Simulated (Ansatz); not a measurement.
# From HSE06 to G0W0: LaVO4 (P2_1/c), part 2 of 2

Aim: the quasiparticle gap of LaVO4 (P2_1/c), starting from HSE06.

Ansatz 0.2.0; HSE06, then G0W0 on it, plane waves, PAW. Known limits of the many-body steps: finite bands, screening cutoff and k mesh; no spin-orbit coupling in G0W0; no spin polarisation.

So far. Step 2 (The starting point: HSE06): Over mesh and listed points the gap is 5.123 eV, from k = (-0.500, 0.000, 0.000) to k = (-0.500, 0.350, 0.000). The least direct gap found is 5.224 eV, at k = (-0.500, 0.100, 0.000). On the 4×2×2 mesh alone the same run gives 5.144 eV, so that mesh misses an edge of HSE06: 5.144 − 5.123 = +0.021 eV. Step 3 (G0W0 on the 2×2×2 mesh): Over all 8 irreducible mesh points the G0W0 gap is 6.196 eV, from k = (-0.500, 0.000, 0.000) to k = (-0.500, -0.500, 0.000).

In doubt: masses and optical values from hybrid runs of this build are listed as unsure (step 3), which bears on the screening that GW takes from such a start.

### Step 3. G0W0 on the 2×2×2 mesh (continued)

Level of this step: G0W0 on HSE06, plane waves, PAW (Ansatz).

Labels follow the order of the start: v1 is the top filled band, c1 the lowest empty one; levels that stay degenerate share a row, the window can cut a multiplet, doubted levels are not marked in this list, bands outside the window were not corrected, and the list may be a part of the corrected levels. Levels before and after the correction, in eV, zero at the valence-band top of each column:

|  | conduction bottom | valence top |
| --- | --- | --- |
| HSE06 | 5.14 | 0.00 |
| G0W0 | 6.20 | 0.00 |

```csv
,level,occupation,energy (eV)
HSE06,(-0.5 0 0) v3,2,-0.372
HSE06,(-0.5 0 0) v2,2,-0.314
HSE06,(-0.5 0 0) v1,2,0.000
HSE06,(-0.5 0 0) c1,0,5.244
HSE06,(-0.5 0 0) c2,0,5.280
HSE06,(-0.5 0 0) c3,0,5.388
HSE06,(-0.5 -0.5 0) v3,2,-0.295
HSE06,(-0.5 -0.5 0) v2-v1,2,-0.233
HSE06,(-0.5 -0.5 0) c1-c2,0,5.144
HSE06,(-0.5 -0.5 0) c3,0,5.332
G0W0,(-0.5 0 0) v3,2,-0.399
G0W0,(-0.5 0 0) v2,2,-0.372
G0W0,(-0.5 0 0) v1,2,0.000
G0W0,(-0.5 0 0) c1,0,6.324
G0W0,(-0.5 0 0) c2,0,6.367
G0W0,(-0.5 0 0) c3,0,6.520
G0W0,(-0.5 -0.5 0) v3,2,-0.313
G0W0,(-0.5 -0.5 0) v2-v1,2,-0.271
G0W0,(-0.5 -0.5 0) c1-c2,0,6.196
G0W0,(-0.5 -0.5 0) c3,0,6.428
```

The parts of the quasiparticle energy for the two states that bound the G0W0 gap, in eV on the run's own scale (QP = start + Σx + Σc − Vxc, with Σc at the quasiparticle energy):

| edge | k | band | start | Σx | Σc | Vxc | Z | QP |
| --- | --- | --- | --- | --- | --- | --- | --- | --- |
| valence top | (-0.500, 0.000, 0.000) | 96 | 6.254 | −25.713 | 4.270 | −21.804 | 0.780 | 6.614 |
| conduction bottom | (-0.500, -0.500, 0.000) | 97 | 11.398 | −15.276 | −5.312 | −22.000 | 0.780 | 12.809 |

For a hybrid start, Vxc holds its share of exact exchange.

### Step 4. Side by side

Each gap is the least one over the points named; times are wall times on shared hosts, not benchmarks. A G0W0 time includes the run's own self-consistent start. Runs with listed points see these and the mesh alone, so an edge that moves elsewhere is missed.

```csv
level,mesh,"files, cutoff","bands summed, screening",points,gap (eV),valence top,conduction bottom,least direct gap (eV),time
HSE06,4×2×2,"soft_2 PAW, 420 eV",-,mesh and listed points,5.123,"(-0.500, 0.000, 0.000)","(-0.500, 0.350, 0.000)",5.224,27 s
G0W0@HSE06,2×2×2,"soft_2 PAW, 420 eV","558, 72 eV",all 8 irreducible mesh points,6.196,"(-0.500, 0.000, 0.000)","(-0.500, -0.500, 0.000)",6.324,47 s
```

Computed less measured, in eV, for the reports listed at the start; nothing is added to the computed values:

```
                         row  computed (eV)  3.4 eV (2021)  3.5 ± 0.2 eV (quoted 2021)
                  HSE06, gap          5.123         +1.723                      +1.623
             G0W0@HSE06, gap          6.196         +2.796                      +2.696
G0W0@HSE06, least direct gap          6.324         +2.924                      +2.824
```

### Step 5. Summary of results

| Property | Result |
| --- | --- |
| HSE06 gap over mesh and listed points | 5.123 eV, from k = (-0.500, 0.000, 0.000) to k = (-0.500, 0.350, 0.000) |
| G0W0@HSE06 gap over all 8 irreducible mesh points | 6.196 eV, from k = (-0.500, 0.000, 0.000) to k = (-0.500, -0.500, 0.000) |
| GW settings | 2×2×2 mesh, 462 empty bands, screening to 72 eV |
| known limits | finite bands, screening cutoff and k mesh; no spin-orbit coupling in G0W0; no spin polarisation |

**Reading.** Over all 8 irreducible mesh points the G0W0 gap is 6.196 eV, from k = (-0.500, 0.000, 0.000) to k = (-0.500, -0.500, 0.000). The HSE06 gap of this run on the mesh is 5.144 eV. The two states that bound the G0W0 gap lie that far apart at the start, so the correction of the gap is 6.196 − 5.144 = +1.052 eV. The valence state moves by 6.614 − 6.254 = +0.360 eV and the conduction state by 12.809 − 11.398 = +1.411 eV, on the run's own scale; how far single levels stand from their limit in bands is not shown. Over mesh and listed points, HSE06 puts the conduction bottom at k = (-0.500, 0.350, 0.000), where no G0W0 correction was computed. The G0W0 gap over the whole zone is therefore not known from this run; at its settings it can only be equal to or under the 6.196 eV found, and no correction is carried over from another point. For the start itself the gap is 5.123 eV over mesh and listed points and 5.144 eV on the mesh of the G0W0 run, in runs that differ in mesh (4×2×2 and 2×2×2). No second run with other bands and screening cutoff is shown, so the distance to the basis limit is not known. On another start, G0W0@r2SCAN runs of this series (2×2×2 mesh, soft_2 PAW; not shown as steps) give 6.362 eV with 259 bands and 36 eV, 5.882 eV with 558 bands and 72 eV and 5.775 eV with 1091 bands and 120 eV. The program doubts an edge level of G0W0@r2SCAN with 259 bands (2×2×2, soft_2 PAW). G0W0 on other starts in this series, not shown as steps and not all at these settings: 5.882 eV on r2SCAN (2×2×2, soft_2 PAW, 558 bands, 72 eV) and 5.867 eV on LDA (2×2×2, soft_2 PAW, 558 bands, 72 eV). Two runs of this series at another level, not shown as steps, test spin-orbit coupling. r2SCAN+SOC against r2SCAN: 3.913 − 3.913 = +0.000 eV, with the same mesh, set of files (read in its fully relativistic form for the spin-orbit run) and cutoff, and both edges at the same k points. The spin-orbit run sees mesh and listed points alone, so its gap is an upper bound: the coupling can move an edge off these points, and the change over the zone, its sign included where it is small, is not known. What spin-orbit coupling does to the G0W0 levels was not computed, so no sum with the G0W0 gap is formed. Against experiment, G0W0@HSE06 at 6.196 eV lies +2.796 eV from 3.4 eV (2021) and +2.696 eV from 3.5 ± 0.2 eV (quoted 2021). The reports themselves run from 3.4 eV to 3.5 ± 0.2 eV. The differences hold parts that these runs do not separate: finite bands, cutoffs and mesh, points of the zone that were not corrected, the start of G0W0, spin-orbit coupling missing from it, static nuclei, no electron-hole attraction, and what each experiment reads as the gap. How much each gives is not known from the steps shown. The G0W0 runs are scalar-relativistic. The runs have no spin polarisation, and the cell holds V; whether a magnetic state lies lower is not shown here. Where d states form a band edge, one-shot GW is known to depend on its start; the orbital character of the edges was not analysed here. The cell holds La; where the f levels lie against the gap was not analysed here. No pair of G0W0 runs that differ in the mesh alone is shown (2×2×2 is a supercell whose nearest images lie 13 Å apart), so the error from the mesh is not known here. G0W0 is shown with one set of atomic data (soft_2 PAW), so the error from the files is not known here.

[Paths, hosts, dates, memory and timing lines, banners, echoed tables and standing remarks are left out of the program output.]

[Logs are printed without paths, hosts, clocks, repeated set-up lines and the standing remarks that a program may print on its own settings, such as how far it seeks lower states.]

[Runs of the session that timed out or met a known fault of the program may be left out.]

[Cells called generated may have been cut or substituted from an entry of the Crystallography Open Database or the Materials Project.]

[Hosts, paths, dates, database ids (printed as entryN), source tags and the programs' standing remarks are cut or masked in the printed files.]

[Where an RPA ε∞ is given, it is that of the G0W0 mesh and is not shown converged in it. Names of k-points follow the symmetry that the program found, which can be lower than the space group named. Band edges on a path are those of the sampled points; other points can move an edge, and change direct to indirect where valleys lie close.]

[Hybrid gaps are those of their k-mesh and are not shown converged in it.]
